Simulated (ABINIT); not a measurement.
# ZnSe (Stilleite): G0W0 with ABINIT, start to end, part 2 of 3

How does a plane-wave GW calculation on ZnSe (Stilleite) run from the first input to the gap?

ABINIT 10.8.3; PBE and many-body steps on it, plane waves. Known limits of the many-body steps: not at the basis limit; no spin-orbit coupling; coarse k mesh.

So far. Step 2 (Ground state): The gap is direct, at Γ.

## Step 3: Bands along the symmetry lines

Level of this step: DFT, PBE, plane waves, norm-conserving pseudopotentials (ABINIT).

The cheap functional maps the bands first; the places of the edges decide which points the dearer methods must see.

File run.abi:

```
acell 3*1.0 Angstrom
rprim 
  -0.000000000000 2.833800000000 2.833800000000
  2.833800000000 0.000000000000 2.833800000000
  2.833800000000 2.833800000000 -0.000000000000
ntypat 2
znucl 30 34
natom 2
typat 1 2
xred 
  0.000000000000 0.000000000000 0.000000000000
  0.250000000000 0.250000000000 0.250000000000
pp_dirpath "pseudos"
pseudos "Zn.upf, Se.upf"
ecut 48
iscf -2
irdden 1
kptopt 0
nkpt 50
kpt 
  0.00000000 0.00000000 0.00000000
  -0.06250000 -0.06250000 0.00000000
  -0.12500000 -0.12500000 0.00000000
  -0.18750000 -0.18750000 0.00000000
  -0.25000000 -0.25000000 0.00000000
  -0.31250000 -0.31250000 0.00000000
  -0.37500000 -0.37500000 0.00000000
  -0.43750000 -0.43750000 0.00000000
  -0.50000000 -0.50000000 0.00000000
  -0.48437500 -0.48437500 0.03125000
  -0.46875000 -0.46875000 0.06250000
  -0.45312500 -0.45312500 0.09375000
  -0.43750000 -0.43750000 0.12500000
  -0.42187500 -0.42187500 0.15625000
  -0.40625000 -0.40625000 0.18750000
  -0.39062500 -0.39062500 0.21875000
  -0.37500000 -0.37500000 0.25000000
  -0.37500000 0.00000000 0.37500000
  -0.32812500 0.00000000 0.32812500
  -0.28125000 0.00000000 0.28125000
  -0.23437500 0.00000000 0.23437500
  -0.18750000 0.00000000 0.18750000
  -0.14062500 0.00000000 0.14062500
  -0.09375000 0.00000000 0.09375000
  -0.04687500 0.00000000 0.04687500
  0.00000000 0.00000000 0.00000000
  0.00000000 0.00000000 0.06250000
  0.00000000 0.00000000 0.12500000
  0.00000000 0.00000000 0.18750000
  0.00000000 0.00000000 0.25000000
  0.00000000 0.00000000 0.31250000
  0.00000000 0.00000000 0.37500000
  0.00000000 0.00000000 0.43750000
  0.00000000 0.00000000 0.50000000
  -0.06250000 -0.03125000 0.46875000
  -0.12500000 -0.06250000 0.43750000
  -0.18750000 -0.09375000 0.40625000
  -0.25000000 -0.12500000 0.37500000
  -0.31250000 -0.15625000 0.34375000
  -0.37500000 -0.18750000 0.31250000
  -0.43750000 -0.21875000 0.28125000
  -0.50000000 -0.25000000 0.25000000
  -0.50000000 -0.28125000 0.21875000
  -0.50000000 -0.31250000 0.18750000
  -0.50000000 -0.34375000 0.15625000
  -0.50000000 -0.37500000 0.12500000
  -0.50000000 -0.40625000 0.09375000
  -0.50000000 -0.43750000 0.06250000
  -0.50000000 -0.46875000 0.03125000
  -0.50000000 -0.50000000 0.00000000
istwfk *1
nband 29
nbdbuf 2
tolwfr 1e-08
nstep 40
prtwf 0
prtvol 0
indata_prefix "in"
outdata_prefix "out"
tmpdata_prefix "tmp"
```

The run is started by

```sh
OMP_NUM_THREADS=1 mpirun -n 8 abinit run.abi > log
```

Numbers of over 12 decimals in the logs are rounded to 6 here.

The log of the run:

```text
.Version 10.8.3 of ABINIT. v10.8.2 released Aug 2026.

 Symmetries : space group F-4 3 m (#216); Bravais cF (face-center cubic)
[... echo of the input left out ...]
== DATASET  1 ==================================================================
-   mpi_nproc: 8, omp_nthreads: 1 (-1 if OMP is not activated)

--- !DatasetInfo
iteration_state: {dtset: 1, }
dimensions: {natom: 2, nkpt: 50, mband: 29, nsppol: 1, nspinor: 1, nspden: 1, mpw: 4917, }
cutoff_energies: {ecut:  48.0, pawecutdg:  -1.0, }
electrons: {nelect:   4.40000000E+01, charge:   0.00000000E+00, occopt:   1.00000000E+00, tsmear:   1.00000000E-02, }

 Real(R)+Recip(G) space primitive vectors, cartesian coordinates (Bohr,Bohr^-1):
 R(1)=  0.0000000  5.3551059  5.3551059  G(1)= -0.0933688  0.0933688  0.0933688
 R(2)=  5.3551059  0.0000000  5.3551059  G(2)=  0.0933688 -0.0933688  0.0933688
 R(3)=  5.3551059  5.3551059  0.0000000  G(3)=  0.0933688  0.0933688 -0.0933688
 Unit cell volume ucvol=  3.0713845E+02 bohr^3
 Angles (23,13,12)=  6.00000000E+01  6.00000000E+01  6.00000000E+01 degrees

 getcut: wavevector=  0.0000  0.0000  0.0000  ngfft=  48  48  48
         ecut(hartree)=     48.000   => boxcut(ratio)=   2.03223

--- Pseudopotential description ------------------------------------------------
- Zn Generated using ONCVPSP code by D. R. Hamann
- 30.00000  20.00000  171031                  znucl, zion, pspdat
12 -101130 2 -1 1326                          pspcod,pspxc,lmax,lloc,mmax
     nproj     2     2     2
  pspatm : epsatm=   26.68164218
         --- l  ekb(1:nproj) -->
             0    2.827643   -1.532764
             1   -4.632527   -1.324876
             2   -6.943520   -2.557073
 pspatm: atomic psp has been read  and splines computed

- Se Generated using ONCVPSP code by D. R. Hamann
- 34.00000  24.00000  171031                  znucl, zion, pspdat
12 -101130 2 -1 1214                          pspcod,pspxc,lmax,lloc,mmax
     nproj     2     2     2
  pspatm : epsatm=   25.39064422
         --- l  ekb(1:nproj) -->
[...]
pspatm: atomic psp has been read  and splines computed

--------------------------------------------------------------------------------

================================================================================
 prteigrs : about to open file out_EIG
 Non-SCF case, kpt    1 (  0.00000  0.00000  0.00000), residuals and eigenvalues=
  3.39E-09  2.86E-09  5.98E-09  5.32E-09  7.61E-09  3.02E-09  4.24E-09  7.82E-09
  2.18E-09  3.21E-09  4.14E-09  1.76E-09  4.90E-09  2.39E-09  2.84E-09  9.89E-09
  4.17E-09  7.25E-09  9.91E-09  5.96E-09  3.30E-09  6.12E-09  1.70E-09  3.63E-09
  1.78E-09  6.17E-09  1.29E-09  5.03E-06  2.90E-05
 -7.4629E+00 -5.2385E+00 -5.2385E+00 -5.2385E+00 -4.4496E+00 -2.7650E+00
 -2.7650E+00 -2.7650E+00 -1.5698E+00 -1.5698E+00 -1.5698E+00 -1.5696E+00
 -1.5696E+00 -3.3425E-01 -8.7379E-02 -8.7379E-02 -8.7379E-02 -7.3851E-02
[...]
6.94E-09  5.44E-09  8.45E-09  2.26E-07  1.45E-06
[...]
Non-SCF case, kpt    3 ( -0.12500 -0.12500  0.00000), residuals and eigenvalues=
[...]
Non-SCF case, kpt   49 ( -0.50000 -0.46875  0.03125), residuals and eigenvalues=
[...]
Non-SCF case, kpt   50 ( -0.50000 -0.50000  0.00000), residuals and eigenvalues=
[...]
-1.5696E+00 -2.9542E-01 -8.6236E-02 -7.8086E-02 -7.8086E-02 -7.2078E-02
 -6.7227E-02 -2.1500E-02  7.2844E-02  7.2844E-02  2.6295E-01  2.8045E-01
[...]
--- !ResultsGS
iteration_state: {dtset: 1, }
comment   : Summary of ground state results
lattice_vectors:
- [ -0.0000000,   5.3551059,   5.3551059, ]
- [  5.3551059,   0.0000000,   5.3551059, ]
- [  5.3551059,   5.3551059,  -0.0000000, ]
lattice_lengths: [   7.57326,    7.57326,    7.57326, ]
lattice_angles: [ 60.000,  60.000,  60.000, ] # degrees, (23, 13, 12)
lattice_volume:   3.0713845E+02
convergence: {deltae:  0.000E+00, res2:  0.000E+00, residm:  9.978E-09, diffor:  0.000E+00, }
etotal    :  -5.47356177E+02
entropy   :   0.00000000E+00
fermie    :   1.53041323E-01
cartesian_stress_tensor: null
pressure_GPa: null
xred      :
- [  0.0000E+00,   0.0000E+00,   0.0000E+00, Zn]
- [  2.5000E-01,   2.5000E-01,   2.5000E-01, Se]
cartesian_forces: null
force_length_stats: {min: null, max: null, mean: null, }

 Integrated electronic density in atomic spheres:
 ------------------------------------------------
 Atom  Sphere_radius  Integrated_density
[...]
================================================================================

 ----iterations are completed or convergence reached----

 Mean square residual over all n,k,spin=   48.025E-10; max=  99.776E-10
 reduced coordinates (array xred) for    2 atoms
       0.000000000000      0.000000000000      0.000000000000
       0.250000000000      0.250000000000      0.250000000000

 cartesian coordinates (angstrom) at end:
    1      0.000000     0.000000     0.000000
    2      1.416900     1.416900     1.416900
 length scales=  1.889726125908  1.889726125908  1.889726125908 bohr
              =  1.000000000000  1.000000000000  1.000000000000 angstroms
 prteigrs : about to open file out_EIG
 Eigenvalues (hartree) for nkpt=  50  k points:
 kpt#   1, nband= 29, wtk=  1.00000, kpt=  0.0000  0.0000  0.0000 (reduced coord)
[...]
kpt#   2, nband= 29, wtk=  1.00000, kpt= -0.0625 -0.0625  0.0000 (reduced coord)
[...]
kpt#   3, nband= 29, wtk=  1.00000, kpt= -0.1250 -0.1250  0.0000 (reduced coord)
[...]
kpt#  49, nband= 29, wtk=  1.00000, kpt= -0.5000 -0.4687  0.0313 (reduced coord)
[...]
0.54216    0.55971    0.56900    0.66542    0.68318
 kpt#  50, nband= 29, wtk=  1.00000, kpt= -0.5000 -0.5000  0.0000 (reduced coord)
[...]
-1.56977   -1.56975   -1.56975   -1.56961   -1.56960   -0.29542   -0.08624   -0.07809
  -0.07809   -0.07208   -0.06723   -0.02150    0.07284    0.07284    0.26295    0.28045
   0.54749    0.56671    0.56671    0.66715    0.68505

== END DATASET(S) ==============================================================
================================================================================

 -outvars: echo values of variables after computation  --------
            nband          29
             nkpt          50
          spgroup         216
 [... the other variables as echoed above ...]

 Calculation completed.
```

The job ended after 20 s (8 MPI ranks of Intel Xeon Platinum 8488C (Sapphire Rapids), shared host; peak memory 0.69 GiB; 2.6 min of CPU time).

This step gave:

```
gap                        : 1.288 eV
k of the valence top       : 0, 0, 0
k of the conduction bottom : 0, 0, 0
least direct gap           : 1.288 eV
```

The gap is 1.288 eV, as in the run before at this level.

Electronic bands along the path, in eV, zero at the top of the highest filled band:

| point | band 19 | band 20 | band 21 | band 22 | band 23 | band 24 | band 25 | band 26 |
| --- | --- | --- | --- | --- | --- | --- | --- | --- |
| Γ | -6.17 | 0.00 | 0.00 | 0.00 | 1.29 | 5.81 | 5.81 | 5.81 |
| halfway | -6.15 | -2.88 | -1.25 | -1.25 | 3.93 | 4.03 | 8.04 | 8.04 |
| X | -5.99 | -4.75 | -2.18 | -2.18 | 2.99 | 3.47 | 10.73 | 11.26 |
| halfway | -5.96 | -4.74 | -2.56 | -2.08 | 3.26 | 4.06 | 9.97 | 10.51 |
| U | -5.91 | -4.71 | -3.08 | -1.79 | 3.59 | 5.60 | 9.05 | 9.28 |
| jump to K | -5.91 | -4.71 | -3.08 | -1.79 | 3.59 | 5.60 | 9.05 | 9.28 |
| halfway | -6.15 | -3.33 | -1.74 | -0.49 | 3.79 | 5.97 | 6.67 | 6.69 |
| Γ | -6.17 | 0.00 | 0.00 | 0.00 | 1.29 | 5.81 | 5.81 | 5.81 |
| halfway | -6.17 | -3.04 | -0.48 | -0.48 | 2.75 | 6.45 | 6.45 | 6.57 |
| L | -6.01 | -5.22 | -0.87 | -0.87 | 2.55 | 6.39 | 6.39 | 8.57 |
| halfway | -5.96 | -4.89 | -2.41 | -1.46 | 4.23 | 5.55 | 7.42 | 8.68 |
| W | -5.87 | -4.68 | -2.76 | -2.66 | 5.49 | 5.56 | 6.97 | 7.72 |
| halfway | -5.93 | -4.72 | -2.48 | -2.43 | 3.88 | 4.29 | 9.22 | 9.31 |
| X | -5.99 | -4.75 | -2.18 | -2.18 | 2.99 | 3.47 | 10.73 | 11.26 |

## Step 4: Empty states on the mesh, 4×4×4 mesh, 149 bands

The sums over transitions need many empty states on a uniform mesh; this step solves for them.

File run.abi:

```
acell 3*1.0 Angstrom
rprim 
  -0.000000000000 2.833800000000 2.833800000000
  2.833800000000 0.000000000000 2.833800000000
  2.833800000000 2.833800000000 -0.000000000000
ntypat 2
znucl 30 34
natom 2
typat 1 2
xred 
  0.000000000000 0.000000000000 0.000000000000
  0.250000000000 0.250000000000 0.250000000000
pp_dirpath "pseudos"
pseudos "Zn.upf, Se.upf"
ecut 48
ngkpt 4 4 4
nshiftk 1
shiftk 0 0 0
kptopt 1
chksymbreak 0
irdden 1
istwfk *1
nband 149
prtvol 0
optdriver 6
gwr_task "HDIAGO"
paral_kgb 0
occopt 1
indata_prefix "in"
outdata_prefix "out"
tmpdata_prefix "tmp"
```

The log of the run:

```text
[banner, memory and clock lines left out]
.Version 10.8.3 of ABINIT. v10.8.2 released Aug 2026.

 Symmetries : space group F-4 3 m (#216); Bravais cF (face-center cubic)
[... echo of the input left out ...]
== DATASET  1 ==================================================================
-   mpi_nproc: 8, omp_nthreads: 1 (-1 if OMP is not activated)

--- !DatasetInfo
iteration_state: {dtset: 1, }
dimensions: {natom: 2, nkpt: 8, mband: 149, nsppol: 1, nspinor: 1, nspden: 1, mpw: 4910, }
cutoff_energies: {ecut:  48.0, pawecutdg:  -1.0, }
electrons: {nelect:   4.40000000E+01, charge:   0.00000000E+00, occopt:   1.00000000E+00, tsmear:   1.00000000E-02, }

.Using double precision arithmetic; gwpc =  8

- Reading GS density from: in_DEN

--- Pseudopotential description ------------------------------------------------
- Zn Generated using ONCVPSP code by D. R. Hamann
- 30.00000  20.00000  171031                  znucl, zion, pspdat
12 -101130 2 -1 1326                          pspcod,pspxc,lmax,lloc,mmax
     nproj     2     2     2
  pspatm : epsatm=   26.68164218
         --- l  ekb(1:nproj) -->
             0    2.827643   -1.532764
             1   -4.632527   -1.324876
             2   -6.943520   -2.557073
 pspatm: atomic psp has been read  and splines computed

- Se Generated using ONCVPSP code by D. R. Hamann
- 34.00000  24.00000  171031                  znucl, zion, pspdat
12 -101130 2 -1 1214                          pspcod,pspxc,lmax,lloc,mmax
     nproj     2     2     2
  pspatm : epsatm=   25.39064422
         --- l  ekb(1:nproj) -->
             0    3.556845   -2.828139
             1   -7.179526   -2.430107
             2  -10.025082   -4.447563
 pspatm: atomic psp has been read  and splines computed

   2.29118060E+03                                ecore*ucvol(ha*bohr**3)

 Total charge density [el/Bohr^3]
)     Maximum=    7.6270E+00  at reduced coord.    0.2083    0.2917    0.2917
)     Minimum=    1.8486E-03  at reduced coord.    0.7500    0.7500    0.7500
   Integrated=    4.4000E+01

 === KS gaps after direct diagonalization ===
 Direct band gap semiconductor
 Fundamental gap:     1.289 (eV)
   VBM:     4.164 (eV) at k: [ 0.0000E+00,  0.0000E+00,  0.0000E+00]
   CBM:     5.453 (eV) at k: [ 0.0000E+00,  0.0000E+00,  0.0000E+00]
 Direct gap:         1.289 (eV) at k: [ 0.0000E+00,  0.0000E+00,  0.0000E+00]

== END DATASET(S) ==============================================================

 -outvars: echo values of variables after computation  --------
           etotal      0.0000000000E+00
            nband         149
             nkpt           8
          spgroup         216
 [... the other variables as echoed above ...]

 Calculation completed.
```

Run time: 96 s. Hardware: 8 MPI ranks; peak memory 11 GiB.

Numbers from this step:

```
gap                                                           : 1.289 eV
k of the valence top                                          : 0, 0, 0
k of the conduction bottom                                    : 0, 0, 0
least direct gap                                              : 1.289 eV
k points computed                                             : 8
lowest point of the top converged band, above the valence top : 98.7492 eV
```

On this mesh the gap is 1.289 eV.

## Step 5: Screening, 4×4×4 mesh, 141 bands, screening to 163.3 eV

The RPA dielectric matrix is built and inverted for each q.

This step: RPA screening on PBE, plane waves, norm-conserving pseudopotentials.

run.abi: that of step 4 with these lines changed.

```diff
@@ -20,10 +20,11 @@
 chksymbreak 0
-irdden 1
 istwfk *1
-nband 149
-prtvol 0
-optdriver 6
-gwr_task "HDIAGO"
-paral_kgb 0
 occopt 1
+irdwfk 1
+optdriver 3
+nband 141
+ecuteps 6
+inclvkb 2
+awtr 1
+symchi 1
 indata_prefix "in"
```

The log of the run:

```text
.Version 10.8.3 of ABINIT. v10.8.2 released Aug 2026.

 Symmetries : space group F-4 3 m (#216); Bravais cF (face-center cubic)
[... echo of the input left out ...]
== DATASET  1 ==================================================================
-   mpi_nproc: 8, omp_nthreads: 1 (-1 if OMP is not activated)

--- !DatasetInfo
iteration_state: {dtset: 1, }
dimensions: {natom: 2, nkpt: 8, mband: 141, nsppol: 1, nspinor: 1, nspden: 1, mpw: 4910, }
cutoff_energies: {ecut:  48.0, pawecutdg:  -1.0, }
electrons: {nelect:   4.40000000E+01, charge:   0.00000000E+00, occopt:   1.00000000E+00, tsmear:   1.00000000E-02, }

 SCREENING: Calculation of the susceptibility and dielectric matrices

 Based on a program developped by R.W. Godby, V. Olevano, G. Onida, and L. Reining.
 Incorporated in ABINIT by V. Olevano, G.-M. Rignanese, and M. Torrent.
.Using double precision arithmetic ; gwpc =  8

[... cell and pseudopotentials left out ...]
--------------------------------------------------------------------------------

 ==== K-mesh for the wavefunctions ====
 Number of points in the irreducible wedge :     8
[... list of points left out ...]
 Together with 24 symmetry operations and time-reversal symmetry
 yields    64 points in the full Brillouin Zone.

 ==== Q-mesh for the screening function ====
 Number of points in the irreducible wedge :     8
[... list of points left out ...]
 Together with 24 symmetry operations and time-reversal symmetry
 yields    64 points in the full Brillouin Zone.

 setmesh: FFT mesh size selected  =    32x   32x   32
          total number of points  =        32768

 vcoul_init : cutoff-mode = AUXILIARY_FUNCTION
 q-points for optical limit:   1
     1)      0.000010    0.000020    0.000030

- screening: taking advantage of time-reversal symmetry
- Maximum band index for partially occupied states nbvw = 22
- Remaining bands to be divided among processors   nbcw = 119
- Number of bands treated by each node ~14

 Number of electrons calculated from density =   44.0000; Expected =   44.0000
 average of density, n =  0.143258
 r_s =    1.1856
 omega_plasma =   36.5103 [eV]

 calculating chi0 at frequencies [eV] :
  1    0.000000E+00    0.000000E+00
  2    0.000000E+00    3.651025E+01

--------------------------------------------------------------------------------
  q-point number  1        q = ( 0.000000, 0.000000, 0.000000) [r.l.u.]
--------------------------------------------------------------------------------
[... chi0 elements left out ...]
 For q-point:  0.000010 0.000020 0.000030
  dielectric constant =  13.5342
  dielectric constant without local fields =  14.4770

  Average fulfillment of the sum rule on Im[epsilon] for q-point    1 :     41.65  [%]
[... wings left out ...]
  q-point number  2        q = ( 0.250000, 0.000000, 0.000000) [r.l.u.]
--------------------------------------------------------------------------------
[... chi0 elements left out ...]
  Average fulfillment of the sum rule on Im[epsilon] for q-point    2 :     48.60  [%]

 [... 6 further q-points ...]
```

Wall time 45 s (8 MPI ranks); peak memory 2.1 GiB; 6 min of CPU time.

Numbers from this step:

```
ε∞ with local fields, on this mesh, along the program's q direction : 13.53
the same without local fields                                       : 14.48
plasma frequency                                                    : 36.51 eV
plane waves in the screening matrix                                 : 181
```

Local fields lower ε∞ by 7 %. On a Γ-centred mesh this coarse the value itself is usually too large, while a short band sum pulls it down.

(Continued in part 3 of 3.)

[Paths, hosts, dates, memory and timing lines, banners, echoed tables and standing remarks are left out of the program output.]

[Logs are printed without paths, hosts, clocks, repeated set-up lines and the standing remarks that a program may print on its own settings, such as how far it seeks lower states.]

[Runs of the session that timed out or met a known fault of the program may be left out.]

[No measured gap is set beside runs whose start may be inverted or whose files or cutoffs have a known fault.]

[Hosts, paths, dates, database ids (printed as entryN), source tags and the programs' standing remarks are cut or masked in the printed files.]

[G0W0 gaps are taken among the corrected bands and points alone; a level outside them can change the order at an edge.]

[Where Ansatz stands beside ABINIT at settings called matched, ABINIT's density can come from a denser mesh and the files from another edition; pairs whose starting gaps differed by over 0.03 eV were left out, so agreement reads better than it is.]
